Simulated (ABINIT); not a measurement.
# Quasiparticle gap of CsH (Fm-3m) in ABINIT

Aim: the G0W0 gap of CsH (Fm-3m) on LDA, step by step.

Program: ABINIT 10.8.3. Level of theory: LDA and many-body steps on it, plane waves. Results are calculated unless marked as measured.

The database entry behind the starting cell differs from later determinations by our own check (0.1 to 0.3 % short, probably kX units), so it need not match the best structure at ambient conditions.

## (1) The structure

It takes space group Fm-3m (No. 225, cubic). Conventional cell: a = 6.376 Å, b = 6.376 Å, c = 6.376 Å, α = 90.00°, β = 90.00°, γ = 90.00°. Nearest to Cs lie 6 H at 3.19 Å. Nearest to H lie 6 Cs at 3.19 Å. Farther neighbours are not listed.

The cell and positions come from the Crystallography Open Database and are kept as given unless a step says otherwise. Spin-orbit coupling is left out unless a step names it.

## (2) Ground state

This step: ABINIT 10.8.3; DFT, LDA, plane waves, norm-conserving pseudopotentials.

The ground-state density comes first.

run.abi

```
acell 3*1.0 Angstrom
rprim 
  -0.000000000000 3.188000000000 3.188000000000
  3.188000000000 -0.000000000000 3.188000000000
  3.188000000000 3.188000000000 -0.000000000000
ntypat 2
znucl 55 1
natom 2
typat 1 2
xred 
  0.000000000000 0.000000000000 0.000000000000
  0.500000000000 0.500000000000 0.500000000000
pp_dirpath "pseudos"
pseudos "Cs.upf, H.upf"
ecut 31
ngkpt 6 6 6
nshiftk 1
shiftk 0 0 0
kptopt 1
chksymbreak 0
nband 10
occopt 1
tolvrs 1e-10
nstep 60
prtwf 0
optforces 0
optstress 0
indata_prefix "in"
outdata_prefix "out"
tmpdata_prefix "tmp"
```

Command:

```sh
$ OMP_NUM_THREADS=1 mpirun -n 4 abinit run.abi > log
```

Numbers of over 12 decimals in the logs are rounded to 6 here.

What it wrote:

```text
.Version 10.8.3 of ABINIT. v10.8.2 released Aug 2026.

 Symmetries : space group Fm -3 m (#225); Bravais cF (face-center cubic)
================================================================================
 Values of the parameters that define the memory need of the present run
     intxc =       0    ionmov =       0      iscf =       7    lmnmax =       8
     lnmax =       8     mgfft =      45  mpssoang =       4    mqgrid =    3001
     natom =       2  nloc_mem =       1    nspden =       1   nspinor =       1
    nsppol =       1      nsym =      48    n1xccc =    2501    ntypat =       2
    occopt =       1   xclevel =       1
-    mband =          10        mffmem =           1         mkmem =           4
       mpw =        3623          nfft =       91125          nkpt =          16
================================================================================
  Rough estimation (10% accuracy) of disk space for files :
================================================================================

--------------------------------------------------------------------------------
------------- Echo of variables that govern the present computation ------------
--------------------------------------------------------------------------------
 -outvars: echo values of preprocessed input variables --------
            acell      1.8897261259E+00  1.8897261259E+00  1.8897261259E+00 Bohr

      chksymbreak           0
             ecut      3.10000000E+01 Hartree
-          fftalg         312

              ixc       -1012
              kpt      0.00000000E+00  0.00000000E+00  0.00000000E+00
                       1.66666667E-01  0.00000000E+00  0.00000000E+00
                       3.33333333E-01  0.00000000E+00  0.00000000E+00
                       5.00000000E-01  0.00000000E+00  0.00000000E+00
                       1.66666667E-01  1.66666667E-01  0.00000000E+00
                       3.33333333E-01  1.66666667E-01  0.00000000E+00
                       5.00000000E-01  1.66666667E-01  0.00000000E+00
                      -3.33333333E-01  1.66666667E-01  0.00000000E+00
                      -1.66666667E-01  1.66666667E-01  0.00000000E+00
   [... 5 further rows ...]
                      -3.33333333E-01  3.33333333E-01  1.66666667E-01
                      -3.33333333E-01  5.00000000E-01  1.66666667E-01
         kptrlatt        6    0    0      0    6    0      0    0    6
          kptrlen      5.11191270E+01
P           mkmem           4
            natom           2
            nband          10
            ngfft          45      45      45
             nkpt          16
            nstep          60
             nsym          48
           ntypat           2
              occ      2.000000  2.000000  2.000000  2.000000  2.000000  0.000000
                       0.000000  0.000000  0.000000  0.000000
        optforces           0
        optstress           0
            prtwf           0
            rprim     -0.0000000000E+00  3.1880000000E+00  3.1880000000E+00
[...]
spgroup         225

           tolvrs      1.00000000E-10

             xred      0.0000000000E+00  0.0000000000E+00  0.0000000000E+00
[...]
znucl       55.00000    1.00000

================================================================================

 chkinp: Checking input parameters for consistency.

================================================================================
== DATASET  1 ==================================================================
-   mpi_nproc: 4, omp_nthreads: 1 (-1 if OMP is not activated)

--- !DatasetInfo
iteration_state: {dtset: 1, }
dimensions: {natom: 2, nkpt: 16, mband: 10, nsppol: 1, nspinor: 1, nspden: 1, mpw: 3623, }
cutoff_energies: {ecut:  31.0, pawecutdg:  -1.0, }
electrons: {nelect:   1.00000000E+01, charge:   0.00000000E+00, occopt:   1.00000000E+00, tsmear:   1.00000000E-02, }

 Real(R)+Recip(G) space primitive vectors, cartesian coordinates (Bohr,Bohr^-1):
 R(1)=  0.0000000  6.0244469  6.0244469  G(1)= -0.0829952  0.0829952  0.0829952
 R(2)=  6.0244469  0.0000000  6.0244469  G(2)=  0.0829952 -0.0829952  0.0829952
 R(3)=  6.0244469  6.0244469  0.0000000  G(3)=  0.0829952  0.0829952 -0.0829952
 Unit cell volume ucvol=  4.3730207E+02 bohr^3
 Angles (23,13,12)=  6.00000000E+01  6.00000000E+01  6.00000000E+01 degrees

 getcut: wavevector=  0.0000  0.0000  0.0000  ngfft=  45  45  45
         ecut(hartree)=     31.000   => boxcut(ratio)=   2.06051

--- Pseudopotential description ------------------------------------------------
- Cs Generated using ONCVPSP code by D. R. Hamann
- 55.00000   9.00000  201201                  znucl, zion, pspdat
12 -1012 3 -1 2328                            pspcod,pspxc,lmax,lloc,mmax
     nproj     2     2     2     2
  pspatm : epsatm=   21.68725381
         --- l  ekb(1:nproj) -->
[...]
pspatm: atomic psp has been read  and splines computed

- H Generated using ONCVPSP code by D. R. Hamann
-  1.00000   1.00000  180309                  znucl, zion, pspdat
12 -1012 1 -1 1180                            pspcod,pspxc,lmax,lloc,mmax
     nproj     2     1     0     0
  pspatm : epsatm=    0.35439867
         --- l  ekb(1:nproj) -->
             0   -1.665338   -0.519510
             1   -0.275071
 pspatm: atomic psp has been read  and splines computed

   2.20416525E+02                                ecore*ucvol(ha*bohr**3)
--------------------------------------------------------------------------------

_setup2: Arith. and geom. avg. npw (full set) are    3602.847    3602.825

================================================================================

--- !BeginCycle
iteration_state: {dtset: 1, }
solver: {iscf: 7, nstep: 60, nline: 4, wfoptalg: 0, }
tolerances: {tolvrs: 1.00E-10, }

     iter   Etot(hartree)      deltaE(h)  residm     vres2
 ETOT  1  -23.995877116049    -2.400E+01 2.032E-02 2.162E+02
 ETOT  2  -24.026635544660    -3.076E-02 6.803E-04 1.090E+00
 ETOT  3  -24.026903292651    -2.677E-04 2.019E-03 4.215E-01
 ETOT  4  -24.026934009558    -3.072E-05 2.475E-03 5.396E-04
 ETOT  5  -24.026934158056    -1.485E-07 3.509E-03 7.016E-05
 ETOT  6  -24.026934171512    -1.346E-08 7.499E-04 3.046E-06
 ETOT  7  -24.026934172015    -5.027E-10 4.624E-04 1.556E-07
 ETOT  8  -24.026934172056    -4.118E-11 7.432E-05 1.211E-08
 ETOT  9  -24.026934172058    -1.862E-12 1.214E-05 8.183E-11

 At SCF step    9       vres2   =  8.18E-11 < tolvrs=  1.00E-10 =>converged.

--- !ResultsGS
iteration_state: {dtset: 1, }
comment   : Summary of ground state results
lattice_vectors:
- [ -0.0000000,   6.0244469,   6.0244469, ]
- [  6.0244469,  -0.0000000,   6.0244469, ]
- [  6.0244469,   6.0244469,  -0.0000000, ]
lattice_lengths: [   8.51985,    8.51985,    8.51985, ]
lattice_angles: [ 60.000,  60.000,  60.000, ] # degrees, (23, 13, 12)
lattice_volume:   4.3730207E+02
convergence: {deltae: -1.862E-12, res2:  8.183E-11, residm:  1.214E-05, diffor:  0.000E+00, }
etotal    :  -2.40269342E+01
entropy   :   0.00000000E+00
fermie    :   6.42267460E-02
cartesian_stress_tensor: null
pressure_GPa: null
xred      :
- [  0.0000E+00,   0.0000E+00,   0.0000E+00, Cs]
- [  5.0000E-01,   5.0000E-01,   5.0000E-01,  H]
cartesian_forces: null
force_length_stats: {min: null, max: null, mean: null, }

 Integrated electronic density in atomic spheres:
 ------------------------------------------------
 Atom  Sphere_radius  Integrated_density
    1        2.00000          4.47256378
    2        2.00000          1.08668999
================================================================================

 ----iterations are completed or convergence reached----

 Mean square residual over all n,k,spin=   13.344E-08; max=  12.139E-06
 reduced coordinates (array xred) for    2 atoms
       0.000000000000      0.000000000000      0.000000000000
       0.500000000000      0.500000000000      0.500000000000
 rms dE/dt=  0.0000E+00; max dE/dt=  0.0000E+00; dE/dt below (all hartree)
    1       0.000000000000      0.000000000000      0.000000000000
    2       0.000000000000      0.000000000000      0.000000000000

 cartesian coordinates (angstrom) at end:
    1      0.000000     0.000000     0.000000
    2      3.188000     3.188000     3.188000
 length scales=  1.889726125908  1.889726125908  1.889726125908 bohr
              =  1.000000000000  1.000000000000  1.000000000000 angstroms
 prteigrs : about to open file out_EIG
 Fermi (or HOMO) energy (hartree) =   0.06423   Average Vxc (hartree)=  -0.28349
 Eigenvalues (hartree) for nkpt=  16  k points:
 kpt#   1, nband= 10, wtk=  0.00463, kpt=  0.0000  0.0000  0.0000 (reduced coord)
  -0.72637   -0.22574   -0.22574   -0.22574   -0.00418    0.24858    0.24858    0.24858
   0.27254    0.31552
 prteigrs : prtvol=0 or 1, do not print more k-points.

--- !EnergyTerms
iteration_state     : {dtset: 1, }
comment             : Components of total free energy in Hartree
kinetic             :  5.64887023681933E+00
hartree             :  3.20055276836606E+00
xc                  : -7.18822019839373E+00
Ewald energy        : -1.64153609977453E+01
psp_core            :  5.04037228558503E-01
local_psp           : -1.30822222923221E+01
non_local_psp       :  3.30540908265911E+00
total_energy        : -2.40269341720581E+01
total_energy_eV     : -6.53806186062633E+02
band_energy         : -2.80224718086788E+00

== END DATASET(S) ==============================================================
================================================================================

 -outvars: echo values of variables after computation  --------
           etotal     -2.4026934172E+01
            nband          10
             nkpt          16
          spgroup         225
 [... the other variables as echoed above ...]

 Calculation completed.
```

Wall time 12 s (4 MPI ranks of Arm Neoverse N1, shared host); peak memory 0.32 GiB; 46 s of CPU time.

This step gave:

* total energy: -653.8062 eV
* gap: 1.956 eV
* k of the valence top: 0.5, 0, 0
* k of the conduction bottom: 0.5, 0, 0
* least direct gap: 1.956 eV

The gap is direct, at (0.500, 0.000, 0.000).

(Part 1 of 3 ends here.)

[Paths, hosts, dates, memory and timing lines, banners, echoed tables and standing remarks are left out of the program output.]

[Logs are printed without paths, hosts, clocks, repeated set-up lines and the standing remarks that a program may print on its own settings, such as how far it seeks lower states.]

[Runs of the session that timed out or met a known fault of the program may be left out.]

[Hosts, paths, dates, database ids (printed as entryN), source tags and the programs' standing remarks are cut or masked in the printed files.]

[G0W0 gaps are taken among the corrected bands and points alone; a level outside them can change the order at an edge.]

[Where Ansatz stands beside ABINIT at settings called matched, ABINIT's density can come from a denser mesh and the files from another edition; pairs whose starting gaps differed by over 0.03 eV were left out, so agreement reads better than it is.]
